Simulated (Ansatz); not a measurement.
In doubt: masses and optical values from hybrid runs of this build are listed as unsure, which bears on the screening that GW takes from such a start.

Rows from a G0W0 calculation on InGa2Sb2As (zincblende [001] superlattice) (Ansatz 0.2.0; G0W0 on HSE06, plane waves, PAW; PAW set soft_1; 4×4×2 mesh, 808 empty bands, screening to 105 eV, PAW set soft_1 files), in eV. Spin-orbit coupling is left out.

| row | k | band | start | Σx | Σc at the solution | Vxc |
| --- | --- | --- | --- | --- | --- | --- |
| A | Γ | v1 | 7.947 | -15.576 | 0.796 | -14.619 |
| B | Γ | v3 | 7.752 | -15.405 | 0.495 | -14.779 |
| C | Γ | c1 | 8.559 | -11.117 | -3.362 | -14.525 |
| D | Γ | c2 | 9.323 | -7.163 | -3.539 | -10.562 |
| E | Γ | v2 | 7.778 | -15.761 | 0.841 | -14.764 |
| F | Γ | c3 | 9.440 | -7.261 | -3.608 | -10.724 |

Q: Give the quasiparticle energies and the shift of each level.

The quasiparticle equation reads E = start + Σx + Σc(E) − Vxc.

| row | E (eV) | shift (eV) |
| --- | --- | --- |
| A | 7.785 | −0.161 |
| B | 7.621 | −0.131 |
| C | 8.605 | +0.046 |
| D | 9.183 | −0.139 |
| E | 7.622 | −0.156 |
| F | 9.296 | −0.144 |

The gap over the computed points goes from 0.61 eV to 0.82 eV.

Limits: not at the basis limit; no spin-orbit coupling; coarse k mesh.

[Runs of the session that timed out or met a known fault of the program may be left out.]

[Cells called generated may have been cut or substituted from an entry of the Crystallography Open Database or the Materials Project.]

[Hosts, paths, dates, database ids (printed as entryN), source tags and the programs' standing remarks are cut or masked in the printed files.]
